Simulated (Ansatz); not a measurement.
## Dielectric function and optical constants of AlCr4B (model structure)

Aim: the dielectric function of AlCr4B (model structure), and the optical constants that follow from it. This is a made-up structure; whether it can be made isn't tested. It was built so: 1 of the 2 B atoms of the cell replaced by Al in the I4/mcm structure of Cr2B.

Program: Ansatz 0.2.0. Level of theory: DFT, PBE, plane-wave PAW, default files, scalar-relativistic, independent-particle optical response without local fields. Values are calculated unless marked as measured.

### 1. The structure

Symmetry: I422, No. 97, tetragonal system. Conventional cell: a = 5.423 Å, b = 5.423 Å, c = 4.515 Å, α = 90.00°, β = 90.00°, γ = 90.00°. Nearest to Cr lie 2 B at 2.31 Å and 2 Al at 2.31 Å and 3 Cr at 2.56 to 2.59 Å. Nearest to Al lie 2 B at 2.26 Å and 8 Cr at 2.31 Å. Nearest to B lie 2 Al at 2.26 Å and 8 Cr at 2.31 Å. Farther neighbours, and contacts between anions beyond the nearest, are not listed.

### 2. Relaxation

The structure was built or cut out here, so it is relaxed before any spectrum is computed.

This step: DFT, PBE, plane-wave PAW, default files, scalar-relativistic, relaxation (Ansatz 0.2.0).

Contents of input.yaml:

```yaml
crystal:
  lattice:
    - [-2.71174068, 2.71174068, 2.25725608]
    - [2.71174068, -2.71174068, 2.25725608]
    - [2.71174068, 2.71174068, -2.25725608]
  atoms:
    - { symbol: Cr, position: [0.833, 0.667, 0.5], spin: 3.0 }
    - { symbol: Cr, position: [0.333, 0.833, 0.166], spin: 3.0 }
    - { symbol: Cr, position: [0.167, 0.333, 0.5], spin: 3.0 }
    - { symbol: Cr, position: [0.667, 0.167, 0.834], spin: 3.0 }
    - { symbol: Al, position: [0.75, 0.75, 0.0] }
    - { symbol: B, position: [0.25, 0.25, 0.0] }
magnetization:
  spin_polarized: true
kpoints:
  mp_grid: { grid: [7, 7, 7] }
scf:
  occupations: { method: fermi_dirac, width: 0.05 }
hamiltonian:
  xc: pbe
  pseudopotentials: { kind: paw }
output:
  forces: true
  stress: true
relax:
  f_tol: 0.02
  max_steps: 50
  cell: {}
```

On the command line:

```bash
$ ansatz run input.yaml --threads 2 --pin off --max-ram 5120MiB --backend cpu --events-out ev --progress --plain --runs-dir out
```

The log of the run:

```text
Engine: ansatz 0.2.0, aarch64-unknown-linux-gnu
Pseudopotentials: kind: paw
Pseudopotential: Cr, paw, valence charge 14, recommended cutoff 420 eV (normal), Cr.paw.azcp
Pseudopotential: Al, paw, valence charge 3, recommended cutoff 420 eV (normal), Al.paw.azcp
Pseudopotential: B, paw, valence charge 3, recommended cutoff 420 eV (normal), B.paw.azcp
Functional definition: PBE
  parameter kappa = 0.804
  parameter beta = 0.066725
  exchange = pbe_x(kappa = kappa, mu = beta*pi^2/3)
  correlation = pbe_c(beta = beta)
Crystal: 6 atoms, lattice volume = 66.395 Å³
Basis set: ecut = 420 eV, 1311 PW (Γ), exchange–correlation on 60×60×60 points (8 copies of the dense FFT grid, shifted against one another)
Bands: 45, of which v1, the nominal top of the filled ones, is band 31 counted from 1 (30 counted from 0)
Symmetry: 8 space group operations
Space group: I422 (ITA 97), of the structure as read, at distance tolerance 4.0e-5 Å
Magnetic group: BNS 97.151 (UNI 811), of the structure as read, at distance tolerance 4.0e-5 Å
k-points: 40 of 343 (time reversal used)
Non-local potential: Cr, projectors of the file, l = 0: 3, l = 1: 2, l = 2: 3, l = 3: 1
Non-local potential: Al, projectors of the file, l = 0: 2, l = 1: 2, l = 2: 1
Non-local potential: B, projectors of the file, l = 0: 2, l = 1: 2, l = 2: 1
PAW form: soft (Blöchl's): semilocal exchange-correlation on the pseudo side does not see the compensation charge
PAW one-centre angular grid: Cr, 590 points (default); XC on 64 Gauss nodes
PAW one-centre angular grid: Al, 110 points (default); XC on 64 Gauss nodes
PAW one-centre angular grid: B, 110 points (default); XC on 64 Gauss nodes
Initial density: superposition of atomic densities (chi_scale 0.1, normalization cell)
Starting moments: Σ|m| = 12 μB on 4 of 6 sites
Initial wavefunctions: pseudopotential atomic-orbital guess
Functional: x = pbe(κ = 0.804, μ = 0.219515), c = pbe(β = 0.066725)
SCF iter   1: F=—  HF=-14208.753045 eV  |F-HF|=—  |Δ(HF+E_count)|=         —  Δρ=1.85e-1 (↑1.85e-1 ↓6.37e-2)  dr2=3.68e1  dr2_m=4.10e0  M=6.658 μB ∫|m|=7.056 μB  β_m=0.30  ethr=3.10e-3  ⟨swp⟩=7.0  Hψ=13409  notcnv=0
Mixer restart at iter 1: flushing history
preconditioner: auto → Kerker (q_TF=auto, 2.697 Å⁻¹)  [metal: Δε(μ)=0.001 eV  Ē_g=7.269 eV  σ=0.050 eV  W_gap=0.01  n_scr=16 (ndim 8)  ℏωp=25.0 eV  f_vac=0.000  D(μ)=6.47/eV (n_scr^D=70)]
spin=Collinear: Kerker preconditioning applied to the charge; magnetization (m = ρ↑ − ρ↓) channel mixes plain (no charge-response kernel on spin).
SCF iter   2: F=—  HF=-14202.925811 eV  |F-HF|=—  |Δ(HF+E_count)|=    5.83e0  Δρ=1.00e-1 (↑1.00e-1 ↓4.02e-2)  dr2=1.04e1  dr2_m=1.67e0  M=6.495 μB ∫|m|=6.943 μB  β_m=0.45  ethr=3.10e-3  ⟨swp⟩=3.0  Hψ=7971  notcnv=0  defer=209
SCF iter   3: F=—  HF=-14201.586818 eV  |F-HF|=—  |Δ(HF+E_count)|=    1.34e0  Δρ=3.31e-2 (↑3.31e-2 ↓3.24e-2)  dr2=3.81e-1  dr2_m=5.26e-1  M=5.483 μB ∫|m|=6.008 μB  β_m=0.73  ethr=3.10e-3  ⟨swp⟩=3.4  Hψ=7539  notcnv=0  defer=208
SCF iter   4: F=—  HF=-14202.737937 eV  |F-HF|=—  |Δ(HF+E_count)|=    1.15e0  Δρ=2.25e-2 (↑2.25e-2 ↓2.22e-2)  dr2=2.68e-2  dr2_m=2.97e-1  M=3.798 μB ∫|m|=4.309 μB  β_m=0.86  ethr=6.14e-4  ⟨swp⟩=2.5  Hψ=7453  notcnv=0  defer=209
SCF iter   5: F=—  HF=-14203.750221 eV  |F-HF|=—  |Δ(HF+E_count)|=         —  Δρ=4.79e-2 (↑4.79e-2 ↓4.68e-2)  dr2=2.10e-2  dr2_m=1.36e0  M=0.683 μB ∫|m|=0.944 μB  β_m=1.00  ethr=4.32e-5  ⟨swp⟩=2.3  Hψ=6931  notcnv=0  defer=209
Mixer restart at iter 5: flushing history
SCF iter   6: F=—  HF=-14203.506092 eV  |F-HF|=—  |Δ(HF+E_count)|=   2.44e-1  Δρ=1.19e-2 (↑1.19e-2 ↓6.54e-3)  dr2=2.13e-2  dr2_m=5.04e-2  M=0.375 μB ∫|m|=0.467 μB  β_m=0.86  ethr=8.06e-5  ⟨swp⟩=2.0  Hψ=6031  notcnv=0  defer=248
SCF iter   7: F=—  HF=-14203.509505 eV  |F-HF|=—  |Δ(HF+E_count)|=   3.41e-3  Δρ=6.66e-3 (↑3.66e-3 ↓6.66e-3)  dr2=5.14e-3  dr2_m=1.56e-2  M=0.224 μB ∫|m|=0.271 μB  β_m=0.93  ethr=3.44e-5  ⟨swp⟩=2.4  Hψ=6966  notcnv=0  defer=219
SCF iter   8: F=—  HF=-14203.509653 eV  |F-HF|=—  |Δ(HF+E_count)|=   1.48e-4  Δρ=4.62e-3 (↑4.62e-3 ↓1.28e-3)  dr2=7.55e-3  dr2_m=4.62e-3  M=0.121 μB ∫|m|=0.143 μB  β_m=0.97  ethr=8.29e-6  ⟨swp⟩=2.2  Hψ=6979  notcnv=0  defer=210
SCF iter   9: F=—  HF=-14203.506762 eV  |F-HF|=—  |Δ(HF+E_count)|=   2.89e-3  Δρ=5.55e-4 (↑3.23e-4 ↓5.55e-4)  dr2=3.94e-4  dr2_m=2.73e-5  M=0.018 μB ∫|m|=0.019 μB  β_m=0.98  ethr=8.29e-6  ⟨swp⟩=2.0  Hψ=6699  notcnv=0  defer=210
SCF iter  10: F=—  HF=-14203.506720 eV  |F-HF|=—  |Δ(HF+E_count)|=   4.20e-5  Δρ=1.38e-4 (↑1.38e-4 ↓7.04e-5)  dr2=4.04e-6  dr2_m=5.59e-6  M=0.006 μB ∫|m|=0.007 μB  β_m=0.99  ethr=6.36e-7  ⟨swp⟩=2.7  Hψ=6260  notcnv=0  defer=210
SCF iter  11: F=—  HF=-14203.506743 eV  |F-HF|=—  |Δ(HF+E_count)|=   2.36e-5  Δρ=4.40e-5 (↑4.40e-5 ↓1.81e-5)  dr2=1.65e-6  dr2_m=2.57e-7  M=0.002 μB ∫|m|=0.002 μB  β_m=1.00  ethr=6.51e-9  ⟨swp⟩=2.4  Hψ=5886  notcnv=0  defer=210
SCF iter  12: F=—  HF=-14203.506743 eV  |F-HF|=—  |Δ(HF+E_count)|=   7.79e-8  Δρ=1.50e-5 (↑1.50e-5 ↓7.49e-6)  dr2=1.33e-7  dr2_m=6.01e-8  M=0.001 μB ∫|m|=0.001 μB  β_m=1.00  ethr=2.66e-9  ⟨swp⟩=2.7  Hψ=5592  notcnv=0  defer=210
SCF iter  13: F=—  HF=-14203.506743 eV  |F-HF|=—  |Δ(HF+E_count)|=   1.88e-8  Δρ=2.15e-6 (↑2.15e-6 ↓2.05e-6)  dr2=2.20e-9  dr2_m=1.64e-9  M=0.000 μB ∫|m|=0.000 μB  β_m=0.99  ethr=2.15e-10  ⟨swp⟩=2.9  Hψ=6465  notcnv=0  defer=210
SCF iter  14: F=—  HF=-14203.506743 eV  |F-HF|=—  |Δ(HF+E_count)|=   3.05e-9  Δρ=6.44e-7 (↑3.99e-7 ↓6.44e-7)  dr2=6.54e-10  dr2_m=2.93e-11  M=0.000 μB ∫|m|=0.000 μB  β_m=0.99  ethr=3.55e-12  ⟨swp⟩=2.4  Hψ=5932  notcnv=0  defer=210
SCF iter  15: F=-14203.506743 eV  HF=-14203.506743 eV  |F-HF|=5.46e-12  |Δ(HF+E_count)|=  1.09e-11  Δρ=9.68e-8 (↑7.23e-8 ↓9.68e-8)  dr2=1.09e-11  dr2_m=8.98e-13  M=0.000 μB ∫|m|=0.000 μB  ethr=1.05e-12  ⟨swp⟩=1.0  Hψ=8729  notcnv=0
WARN: the starting moments were not kept: the SCF closed with an absolute magnetisation of 5.2e-6 μB, where they sum to 12 μB in size (4 sites). That is at most 0.1 of that sum. Measured as dr2_m measures the in/out step, that magnetisation stands 6.4e-12 eV from none, at or under the dr2_threshold of 1.0e-7 eV: it is no larger than a step whose dr2_m would equal this threshold. The system may hold no moment; this SC [...]
SCF 1 converged in 15 iterations: F = -14203.506743 eV  dr2 = 1.09e-11
  greatest PAW one-centre occupation: 1.000 electrons in one spin orbital (limit 2), on the Cr atom at site 3 (counted from 0), in its partial waves of l = 0
[...]
SCF iter   8: F=-14203.755339 eV  HF=-14203.755339 eV  |F-HF|=4.69e-8  |Δ(HF+E_count)|=   3.42e-8  Δρ=4.59e-6 (↑4.59e-6 ↓4.04e-6)  dr2=4.74e-8  dr2_m=2.26e-10  M=-0.000 μB ∫|m|=0.000 μB  ethr=4.72e-10  ⟨swp⟩=2.0  Hψ=10014  notcnv=0
the starting moments were not kept: the SCF closed with an absolute magnetisation of 5.3e-5 μB, where they sum to 12 μB in size (4 sites). That is at most 0.1 of that sum. Measured as dr2_m measures the in/out step, that magnetisation stands 5.0e-10 eV from none, at or under the dr2_threshold of 6.0e-7 eV: it is no larger than a step whose dr2_m would equal this threshold.
SCF 3 converged in 8 iterations: F = -14203.755339 eV  dr2 = 4.74e-8
  greatest PAW one-centre occupation: 1.000 electrons in one spin orbital (limit 2), on the Cr atom at site 2 (counted from 0), in its partial waves of l = 0
relax step   3: F+E_penalty+E_count = -14203.75533902 eV  Δ(F+E_penalty+E_count) = -7.746e-2 eV  max|allowed force component| = 3.684e-2 eV/Å  Δτ_max = 0.0648 Å  P = +1.627 GPa  Ω = 66.025 Å³  energy of the carried Pulay correction = +2.532e-4 eV  (8 SCF iters, dr2 threshold 6.00e-7 eV, accepted)
[...]
relax step   4: F+E_penalty+E_count = -14203.75718081 eV  Δ(F+E_penalty+E_count) = -1.842e-3 eV  max|allowed force component| = 1.562e-2 eV/Å  Δτ_max = 0.0064 Å  P = -1.015 GPa  Ω = 66.826 Å³  energy of the carried Pulay correction = -2.922e-4 eV  (8 SCF iters, dr2 threshold 6.00e-7 eV, accepted)
[...]
relax step   5: F+E_penalty+E_count = -14203.75834513 eV  Δ(F+E_penalty+E_count) = -1.164e-3 eV  max|allowed force component| = 1.299e-2 eV/Å  Δτ_max = 0.0054 Å  P = +0.140 GPa  Ω = 66.498 Å³  energy of the carried Pulay correction = -6.974e-5 eV  (8 SCF iters, dr2 threshold 6.00e-7 eV, accepted)
[...]
relax step   6: F+E_penalty+E_count = -14203.75846688 eV  Δ(F+E_penalty+E_count) = -1.217e-4 eV  max|allowed force component| = 7.436e-5 eV/Å  Δτ_max = 0.0027 Å  P = -0.008 GPa  Ω = 66.531 Å³  energy of the carried Pulay correction = -9.242e-5 eV  (7 SCF iters, dr2 threshold 1.16e-7 eV, accepted)
Initial wavefunctions: pseudopotential atomic-orbital guess (no wavefunctions were taken with the density)
iter 1 solved again at ethr=2.91e-8 eV; its pass at ethr=3.10e-3 eV (dr2=1.80e-5 eV) is discarded
SCF iter   1: F=—  HF=-14203.758629 eV  |F-HF|=—  |Δ(HF+E_count)|=         —  Δρ=6.74e-5 (↑6.74e-5 ↓6.74e-5)  dr2=2.68e-7  dr2_m=7.59e-11  M=-0.000 μB ∫|m|=0.000 μB  β_m=0.65  ethr=2.91e-8  ⟨swp⟩=3.0  Hψ=21214  notcnv=0
preconditioner: auto → Kerker (q_TF=auto, 2.064 Å⁻¹)  [metal: Δε(μ)=0.027 eV  Ē_g=5.677 eV  σ=0.050 eV  W_gap=0.13  n_scr=12 (ndim 8)  ℏωp=24.9 eV  f_vac=0.000  D(μ)=5.87/eV (n_scr^D=70)]
spin=Collinear: Kerker preconditioning applied to the charge; magnetization (m = ρ↑ − ρ↓) channel mixes plain (no charge-response kernel on spin).
SCF iter   2: F=—  HF=-14203.758606 eV  |F-HF|=—  |Δ(HF+E_count)|=   2.29e-5  Δρ=2.41e-5 (↑2.41e-5 ↓2.41e-5)  dr2=3.46e-8  dr2_m=1.86e-11  M=-0.000 μB ∫|m|=0.000 μB  β_m=0.65  ethr=4.32e-10  ⟨swp⟩=1.3  Hψ=3631  notcnv=0
SCF iter   3: F=—  HF=-14203.758609 eV  |F-HF|=—  |Δ(HF+E_count)|=   2.44e-6  Δρ=6.06e-7 (↑6.06e-7 ↓5.13e-7)  dr2=2.76e-10  dr2_m=3.58e-12  M=-0.000 μB ∫|m|=0.000 μB  β_m=0.58  ethr=5.59e-11  ⟨swp⟩=1.2  Hψ=3780  notcnv=0
SCF iter   4: F=—  HF=-14203.758609 eV  |F-HF|=—  |Δ(HF+E_count)|=   2.52e-7  Δρ=2.45e-7 (↑1.96e-7 ↓2.45e-7)  dr2=5.79e-11  dr2_m=2.50e-12  M=-0.000 μB ∫|m|=0.000 μB  β_m=0.76  ethr=1.00e-12  ⟨swp⟩=2.0  Hψ=5709  notcnv=0
SCF iter   5: F=—  HF=-14203.758609 eV  |F-HF|=—  |Δ(HF+E_count)|=  1.38e-10  Δρ=1.47e-7 (↑1.27e-7 ↓1.47e-7)  dr2=6.11e-11  dr2_m=7.28e-14  M=-0.000 μB ∫|m|=0.000 μB  β_m=0.86  ethr=1.00e-12  ⟨swp⟩=1.0  Hψ=3600  notcnv=0
SCF iter   6: F=-14203.758609 eV  HF=-14203.758609 eV  |F-HF|=7.28e-12  |Δ(HF+E_count)|=  1.46e-11  Δρ=4.71e-8 (↑4.12e-8 ↓4.71e-8)  dr2=6.27e-12  dr2_m=5.99e-15  M=-0.000 μB ∫|m|=0.000 μB  ethr=1.00e-12  ⟨swp⟩=2.0  Hψ=8716  notcnv=0
the starting moments were not kept: the SCF closed with an absolute magnetisation of 3.3e-7 μB, where they sum to 12 μB in size (4 sites). That is at most 0.1 of that sum. Measured as dr2_m measures the in/out step, that magnetisation stands 2.5e-14 eV from none, at or under the dr2_threshold of 6.0e-11 eV: it is no larger than a step whose dr2_m would equal this threshold.
SCF 7 converged in 6 iterations: F = -14203.758609 eV  dr2 = 6.27e-12
relax step   7: F+E_penalty+E_count = -14203.75860885 eV  Δ(F+E_penalty+E_count) = -1.420e-4 eV  max|allowed force component| = 8.506e-5 eV/Å  Δτ_max = 0.0000 Å  P = -0.004 GPa  Ω = 66.531 Å³  stress off target by 2.20e-2 GPa  SCF on the basis re-selected at this cell (its energy is not comparable with the rows above)  (6 SCF iters)
basis re-selected at this cell: Δ(F+E_penalty+E_count) = -1.420e-4 eV, ΔP = +0.004 GPa vs the last step (what re-selecting the basis moved, of the pressure what is left beyond the Pulay correction that the steps carried, after the strain that the cell walked since its last selection, with what the two solves' SCF thresholds leave and, on support functions, any second-order correction that the steps lacked; it is no m [...]
SCF converged after 6 iterations
Magnetization: -0.0000 μB (31.0000 up, 31.0000 down)
Absolute magnetization: 0.0000 μB (∫|ρ↑−ρ↓|, with the PAW one-centre terms)
Spin contamination: 0.0000 ħ² per cell (⟨S²⟩ above its minimum at these occupations)
Per-site moments (μB) at R_I (Å): [(-6.980216e-8, 0.960748), (-6.980216e-8, 0.960748), (-6.980216e-8, 0.960748), (-6.980216e-8, 0.960748), (3.600536e-9, 0.920786), (1.655981e-8, 0.920786)]
Free energy (F): -14203.758609 eV
Harris-Foulkes:  -14203.758609 eV  (|F-HF|=7.28e-12)
Internal energy: -14203.710292 eV  (E = F + TS)
E sigma→0 (E₀):  -14203.734450 eV
Entropy (-TS):   -0.048317 eV (-8.053 meV/atom)
Fermi energy:    16.182997 eV
--- Per-component energies (eV) ---
  E_band       = -680.977649
  E_kinetic    = 1445.512784
  E_local      = -5726.358350  (includes V_loc(G=0)·N_el)
  E_nonlocal   = 336.741240
  E_hartree    = 2504.461828
  E_xc         = -633.163477
  E_vxc        = -783.113365  (∫ρ·V_xc dr)
  E_paw        = -5325.606247  (= ΣΔE_a)
  E_vpaw       = -962.685271  (= ΣTr[D̂ρ^β])
  E_aug_tail   = 0.001421  (compensation charges beyond the density's cutoff)
  E_ewald      = -6805.299491
  E_smearing   = -0.048317  (= −TS)
  E_closure    = -0.000000  (closes the sum)
  Σ components = -14203.758609   (vs F -14203.758609, Δ=0.00e0)
--- Forces (eV/Å), atoms counted from 1 ---
  atom   1  Cr     0.00008506    -0.00008506     0.00000000
  atom   2  Cr    -0.00008506    -0.00008506     0.00000000
  atom   3  Cr    -0.00008506     0.00008506    -0.00000000
  atom   4  Cr     0.00008506     0.00008506    -0.00000000
  atom   5  Al     0.00000000    -0.00000000    -0.00000000
  atom   6  B     -0.00000000     0.00000000     0.00000000
  max |Σ_I F_I| component: 1.53e-16 eV/Å
--- Stress (GPa, compression-positive) ---
        0.005265       0.000000       0.000000
        0.000000       0.005265      -0.000000
        0.000000      -0.000000      -0.021987
  P = ⅓ Tr σ = -0.0038 GPa (-0.038 kbar)
--- Relaxed structure (6 steps of the walk, 6 accepted, 1 SCFs on fresh bases) ---
  F+E_penalty+E_count = -14203.75860885 eV   max|allowed force component| = 8.506e-5 eV/Å   (the final SCF, on the basis selected at the relaxed cell)
  cell:  # Å, volume = 66.5311 Å³
    - [-2.729700, 2.729700, 2.232209]
    - [2.729700, -2.729700, 2.232209]
    - [2.729700, 2.729700, -2.232209]
  atoms:
    - { symbol: Cr, position: [0.849167, 0.650833, 0.500000] }
    - { symbol: Cr, position: [0.349167, 0.849167, 0.198335] }
    - { symbol: Cr, position: [0.150833, 0.349167, 0.500000] }
    - { symbol: Cr, position: [0.650833, 0.150833, 0.801665] }
    - { symbol: Al, position: [0.750000, 0.750000, -1.399362e-19] }
    - { symbol: B, position: [0.25, 0.25, -1.399362e-19] }
```

It took 82 s on 2 threads of Arm Neoverse V2, shared host; peak memory 0.45 GiB; 2.7 min of CPU time.

Relaxation path:

```
step  energy less that of the first step (eV)  largest force component (eV/Å)  pressure (GPa)  volume (Å³)
   1                                   0.0000                          0.6990            1.92        66.40
   2                                  -0.1711                          0.3861            1.74        66.07
   3                                  -0.2486                          0.0368            1.63        66.02
   4                                  -0.2504                          0.0156           -1.02        66.83
   5                                  -0.2516                          0.0130            0.14        66.50
   6                                  -0.2517                          0.0001           -0.01        66.53
  7*                                  -0.2519                          0.0001            0.00        66.53
```

Relaxation steps marked * repeat the geometry before them on a plane-wave basis chosen anew for their cell, so energy and pressure can jump there.

The run keeps the 8 symmetry operations that the program found, so distortions that break them were not tested.

```
conventional cell, symmetrised  before  after  change
                         a (Å)   5.423  5.459  +0.7 %
                         b (Å)   5.423  5.459  +0.7 %
                         c (Å)   4.515  4.464  -1.1 %
              volume (Å³/atom)   11.07  11.09  +0.2 %
```

The atoms that moved most (Å, as changes of fractional coordinates times the final cell):

```
atom      dx      dy     dz  length
 Cr4  -0.088  -0.088  0.000   0.125
 Cr1  -0.088   0.088  0.000   0.125
 Cr3   0.088  -0.088  0.000   0.125
 Cr2   0.088   0.088  0.000   0.125
```

The relaxed structure:

```xyz
6
Lattice="-2.7297 2.7297 2.2322 2.7297 -2.7297 2.2322 2.7297 2.7297 -2.2322" Properties=species:S:1:pos:R:3 pbc="T T T"
Cr    0.8235    1.9062    2.2322
Cr    1.9062   -0.8235    2.2322
Cr    1.9062    0.8235    0.0000
Cr    0.8235    3.5532    0.0000
Al    0.0000    0.0000    3.3483
B     0.0000    0.0000    1.1161
```

The relaxation ends with a largest force component of 8.5e-5 eV/Å and a pressure of 0.00 GPa. The starting moments have collapsed: the run ends non-magnetic.

(Part 1 of 3 ends here.)

[Long decimals in the printed logs are rounded to 6 places.]

[Logs are printed without paths, hosts, clocks, repeated set-up lines and the standing remarks that a program may print on its own settings, such as how far it seeks lower states.]

[Hosts, paths, dates, database ids (printed as entryN), source tags and the programs' standing remarks are cut or masked in the printed files.]

[Where the starting crystal was built by hand or by swapping elements, it need not be the compound's stable phase.]

[The count of steps not shown may lack steps that the program refused or didn't finish.]
